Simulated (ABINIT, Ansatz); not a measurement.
# CaO (Lime): G0W0 with ABINIT, start to end

Wanted: ground state, empty states, screening and self-energy for CaO (Lime).

Method: PBE and many-body steps on it, plane waves, in ABINIT 10.8.3.

Most raw output is cut from this account.

**1. The structure**

Symmetry: Fm-3m, No. 225, cubic system. The conventional cell has a = 4.813 Å, b = 4.813 Å, c = 4.813 Å, α = 90.00°, β = 90.00°, γ = 90.00°. Ca has 6 O at 2.41 Å nearest. Nearest to O lie 6 Ca at 2.41 Å. Farther neighbours and most contacts between anions are not listed.

The cell and positions come from the Crystallography Open Database and are kept as given unless a step says otherwise.

**2. Ground state**

This step: ABINIT 10.8.3; DFT, PBE, plane waves, norm-conserving pseudopotentials.

The ground-state density comes first.

Input file run.abi:

```
acell 3*1.0 Angstrom
rprim 
  -0.000000000000 2.406500000000 2.406500000000
  2.406500000000 -0.000000000000 2.406500000000
  2.406500000000 2.406500000000 -0.000000000000
ntypat 2
znucl 20 8
natom 2
typat 1 2
xred 
  0.000000000000 0.000000000000 0.000000000000
  0.500000000000 0.500000000000 0.500000000000
pp_dirpath "pseudos"
pseudos "Ca.upf, O.upf"
ecut 36
ngkpt 8 8 8
nshiftk 1
shiftk 0 0 0
kptopt 1
chksymbreak 0
nband 13
occopt 1
tolvrs 1e-10
nstep 60
prtwf 0
optforces 0
optstress 0
indata_prefix "in"
outdata_prefix "out"
tmpdata_prefix "tmp"
```

Run with:

```sh
$ OMP_NUM_THREADS=1 mpirun -n 8 abinit run.abi > log
```

Run time: 5.2 s. Hardware: 8 MPI ranks of Arm Neoverse V2, shared host; peak memory 0.52 GiB; 41 s of CPU time.

Numbers from this step:

```
total energy               : -1507.1545 eV
gap                        : 3.662 eV
k of the valence top       : 0, 0, 0
k of the conduction bottom : 0.5, 0.5, 0
least direct gap           : 4.037 eV
```

The gap is indirect, with the least direct gap 0.37 eV higher.

**3. Bands along the symmetry lines**

Levels along a band path, at the cheap level, show where the edges lie and whether the meshes to come will hold them.

Input file run.abi:

```
acell 3*1.0 Angstrom
rprim 
  -0.000000000000 2.406500000000 2.406500000000
  2.406500000000 -0.000000000000 2.406500000000
  2.406500000000 2.406500000000 -0.000000000000
ntypat 2
znucl 20 8
natom 2
typat 1 2
xred 
  0.000000000000 0.000000000000 0.000000000000
  0.500000000000 0.500000000000 0.500000000000
pp_dirpath "pseudos"
pseudos "Ca.upf, O.upf"
ecut 36
iscf -2
irdden 1
kptopt 0
nkpt 50
kpt 
  0.00000000 0.00000000 0.00000000
  0.06250000 0.00000000 0.06250000
  0.12500000 0.00000000 0.12500000
  0.18750000 0.00000000 0.18750000
  0.25000000 0.00000000 0.25000000
  0.31250000 0.00000000 0.31250000
  0.37500000 0.00000000 0.37500000
  0.43750000 0.00000000 0.43750000
  0.50000000 0.00000000 0.50000000
  0.51562500 0.03125000 0.51562500
  0.53125000 0.06250000 0.53125000
  0.54687500 0.09375000 0.54687500
  0.56250000 0.12500000 0.56250000
  0.57812500 0.15625000 0.57812500
  0.59375000 0.18750000 0.59375000
  0.60937500 0.21875000 0.60937500
  0.62500000 0.25000000 0.62500000
  0.37500000 0.37500000 0.75000000
  0.32812500 0.32812500 0.65625000
  0.28125000 0.28125000 0.56250000
  0.23437500 0.23437500 0.46875000
  0.18750000 0.18750000 0.37500000
  0.14062500 0.14062500 0.28125000
  0.09375000 0.09375000 0.18750000
  0.04687500 0.04687500 0.09375000
  0.00000000 0.00000000 0.00000000
  0.06250000 0.06250000 0.06250000
  0.12500000 0.12500000 0.12500000
  0.18750000 0.18750000 0.18750000
  0.25000000 0.25000000 0.25000000
  0.31250000 0.31250000 0.31250000
  0.37500000 0.37500000 0.37500000
  0.43750000 0.43750000 0.43750000
  0.50000000 0.50000000 0.50000000
  0.50000000 0.46875000 0.53125000
  0.50000000 0.43750000 0.56250000
  0.50000000 0.40625000 0.59375000
  0.50000000 0.37500000 0.62500000
  0.50000000 0.34375000 0.65625000
  0.50000000 0.31250000 0.68750000
  0.50000000 0.28125000 0.71875000
  0.50000000 0.25000000 0.75000000
  0.50000000 0.21875000 0.71875000
  0.50000000 0.18750000 0.68750000
  0.50000000 0.15625000 0.65625000
  0.50000000 0.12500000 0.62500000
  0.50000000 0.09375000 0.59375000
  0.50000000 0.06250000 0.56250000
  0.50000000 0.03125000 0.53125000
  0.50000000 0.00000000 0.50000000
istwfk *1
nband 15
nbdbuf 2
tolwfr 1e-08
nstep 40
prtwf 0
prtvol 0
indata_prefix "in"
outdata_prefix "out"
tmpdata_prefix "tmp"
```

It took 5.3 s on 8 MPI ranks; peak memory 0.47 GiB.

This step gave:

```yaml
gap: 3.662 eV
k_of_the_valence_top: 0, 0, 0
k_of_the_conduction_bottom: 0.5, 0, 0.5
least_direct_gap: 4.037 eV
```

The gap is 3.662 eV, as in the run before at this level.

Electronic bands along the path, in eV, zero at the top of the highest filled band; v1 is the highest filled band, c1 the lowest empty one:

```csv
point,v4,v3,v2,v1,c1,c2,c3,c4
Γ,-15.46,0.00,0.00,0.00,4.71,6.23,6.23,6.23
halfway,-14.95,-1.66,-0.30,-0.30,4.72,6.60,8.04,8.04
X,-15.23,-1.30,-0.37,-0.37,3.66,8.02,8.87,9.50
halfway,-15.12,-1.28,-0.69,-0.50,4.09,8.21,8.91,9.12
U,-14.87,-1.32,-1.20,-0.77,5.14,7.97,8.54,9.02
jump to K,-14.87,-1.32,-1.20,-0.77,5.14,7.97,8.54,9.02
halfway,-14.71,-1.79,-0.92,-0.55,6.10,7.02,7.20,8.02
Γ,-15.46,0.00,0.00,0.00,4.71,6.23,6.23,6.23
halfway,-14.82,-1.52,-0.65,-0.65,6.25,6.84,7.17,7.17
L,-14.30,-2.61,-1.18,-1.18,7.03,8.33,8.33,8.49
halfway,-14.58,-2.03,-1.11,-1.04,6.74,6.82,8.73,8.91
W,-14.86,-1.27,-1.05,-1.05,6.31,6.31,8.36,9.50
halfway,-15.04,-1.25,-0.84,-0.66,4.49,8.25,8.28,9.38
X,-15.23,-1.30,-0.37,-0.37,3.66,8.02,8.87,9.50
```

**4. Empty states on the mesh, 6×6×6 mesh, 168 bands**

The sums over transitions need many empty states on a uniform mesh; this step solves for them.

Input file run.abi:

```
acell 3*1.0 Angstrom
rprim 
  -0.000000000000 2.406500000000 2.406500000000
  2.406500000000 -0.000000000000 2.406500000000
  2.406500000000 2.406500000000 -0.000000000000
ntypat 2
znucl 20 8
natom 2
typat 1 2
xred 
  0.000000000000 0.000000000000 0.000000000000
  0.500000000000 0.500000000000 0.500000000000
pp_dirpath "pseudos"
pseudos "Ca.upf, O.upf"
ecut 36
ngkpt 6 6 6
nshiftk 1
shiftk 0 0 0
kptopt 1
chksymbreak 0
irdden 1
istwfk *1
nband 168
prtvol 0
optdriver 6
gwr_task "HDIAGO"
paral_kgb 0
occopt 1
indata_prefix "in"
outdata_prefix "out"
tmpdata_prefix "tmp"
```

The job ended after 18 s (8 MPI ranks; peak memory 2.1 GiB).

Numbers from this step:

```
gap                                                           : 3.662 eV
k of the valence top                                          : 0, 0, 0
k of the conduction bottom                                    : 0.5, 0.5, 0
least direct gap                                              : 4.037 eV
k points computed                                             : 16
lowest point of the top converged band, above the valence top : 164.3910 eV
```

On this mesh the gap is 3.662 eV.

**5. Screening, 6×6×6 mesh, 160 bands, screening to 239.5 eV**

The RPA dielectric matrix is built and inverted for each q.

This step: RPA screening on PBE, plane waves, norm-conserving pseudopotentials.

run.abi: that of step 4 with these lines changed.

```diff
@@ -20,10 +20,11 @@
 chksymbreak 0
-irdden 1
 istwfk *1
-nband 168
-prtvol 0
-optdriver 6
-gwr_task "HDIAGO"
-paral_kgb 0
 occopt 1
+irdwfk 1
+optdriver 3
+nband 160
+ecuteps 8.8
+inclvkb 2
+awtr 1
+symchi 1
 indata_prefix "in"
```

The job ended after 86 s (8 MPI ranks; peak memory 1.7 GiB).

This step gave:

- ε∞ with local fields, on this mesh, along the program's q direction: 3.567
- the same without local fields: 3.923
- plasma frequency: 28.13 eV
- plane waves in the screening matrix: 259

Local fields lower ε∞ by 9 %.

**6. Self-energy, 6×6×6 mesh, 160 bands, screening to 239.5 eV**

The self-energy is evaluated for the states that the input lists, and the levels follow from it, in one-shot runs by the linearised quasiparticle equation.

This step: G0W0 on PBE, plane waves, norm-conserving pseudopotentials.

run.abi: that of step 5 with these lines changed.

```diff
@@ -23,8 +23,17 @@
 irdwfk 1
-optdriver 3
+optdriver 4
 nband 160
+gwcalctyp 0
+ecutsigx 36
+symsigma 1
+nkptgw 2
+kptgw 
+  0.0000000000 0.0000000000 0.0000000000
+  0.5000000000 0.5000000000 0.0000000000
+bdgw 
+  6 12
+  7 10
 ecuteps 8.8
-inclvkb 2
-awtr 1
-symchi 1
+irdscr 1
+ppmodel 1
 indata_prefix "in"
```

It took 16 s on 8 MPI ranks; peak memory 2 GiB.

Numbers from this step:

```
G0W0 gap on the points computed              : 5.835 eV
starting gap on the mesh                     : 3.662 eV
k of the valence top                         : 0, 0, 0
k of the conduction bottom                   : 0.5, 0.5, 0
Z at the valence top                         : 0.78
Z at the conduction bottom                   : 0.85
least direct G0W0 gap on the computed points : 6.24 eV
```

The gap on the mesh goes from 3.66 eV to 5.84 eV, a correction of +2.17 eV.

Limits: finite bands, cutoff and mesh. v1 is the top filled band, c1 the lowest empty one. Levels before and after the correction, in eV, zero at the valence-band top of each column:

```
           conduction bottom  valence top
Kohn-Sham               3.66         0.00
     G0W0               5.83         0.00
```

```csv
,level,energy (eV)
Kohn-Sham,Γ v3-v1,0.000
Kohn-Sham,Γ c1,4.714
Kohn-Sham,Γ c2-c4,6.228
Kohn-Sham,(0.5 0.5 0) v2-v1,-0.374
Kohn-Sham,(0.5 0.5 0) c1,3.662
Kohn-Sham,(0.5 0.5 0) c2,8.023
G0W0,Γ v3-v1,0.000
G0W0,Γ c1,6.240
G0W0,Γ c2-c4,9.051
G0W0,(0.5 0.5 0) v2-v1,-0.478
G0W0,(0.5 0.5 0) c1,5.835
G0W0,(0.5 0.5 0) c2,11.052
```

**7. Where the time went**

Times are wall times on 8 MPI ranks of Arm Neoverse V2, shared host, good to a factor of about two.

```csv
step,time,share,memory (GiB)
ground state,5.2 s,4 %,0.52
bands along the symmetry lines,5.3 s,4 %,0.47
empty states on the mesh,18 s,14 %,2.1
screening,86 s,66 %,1.7
self-energy,16 s,12 %,2.0
```

**8. Summary of results**

| Property | Result |
| --- | --- |
| PBE gap | 3.66 eV, indirect |
| G0W0 gap on the mesh | 5.84 eV |
| GW settings | 6×6×6 mesh, 160 bands, screening to 239.5 eV, Godby-Needs plasmon pole |
| known limits | not at the basis limit |

In words: G0W0 moves the gap on the mesh from 3.66 eV to 5.84 eV (+2.17 eV), with Z of 0.78 and 0.85 at the edges. Local fields lower the RPA ε∞ on this mesh from 3.92 to 3.57. Only 2 of the mesh's irreducible points were corrected, so a valley elsewhere could overtake. The dearest step here is «screening». Bands and cutoff are finite, so the gap is not at the basis limit. The miss can reach some tenths of an eV and take either sign; the mesh is an error of its own. In the G0W0 run levels were corrected at 2 k points alone, so a gap called «on the mesh» is the least over those, and an edge elsewhere would be missed.

[Paths, hosts, dates, memory and timing lines, banners, echoed tables and standing remarks are left out of the program output.]

[Logs are printed without paths, hosts, clocks, repeated set-up lines and the standing remarks that a program may print on its own settings, such as how far it seeks lower states.]

[Runs of the session that timed out or met a known fault of the program may be left out.]

[Hosts, paths, dates, database ids (printed as entryN), source tags and the programs' standing remarks are cut or masked in the printed files.]

[G0W0 gaps are taken among the corrected bands and points alone; a level outside them can change the order at an edge.]

[Where Ansatz stands beside ABINIT at settings called matched, ABINIT's density can come from a denser mesh and the files from another edition; pairs whose starting gaps differed by over 0.03 eV were left out, so agreement reads better than it is.]
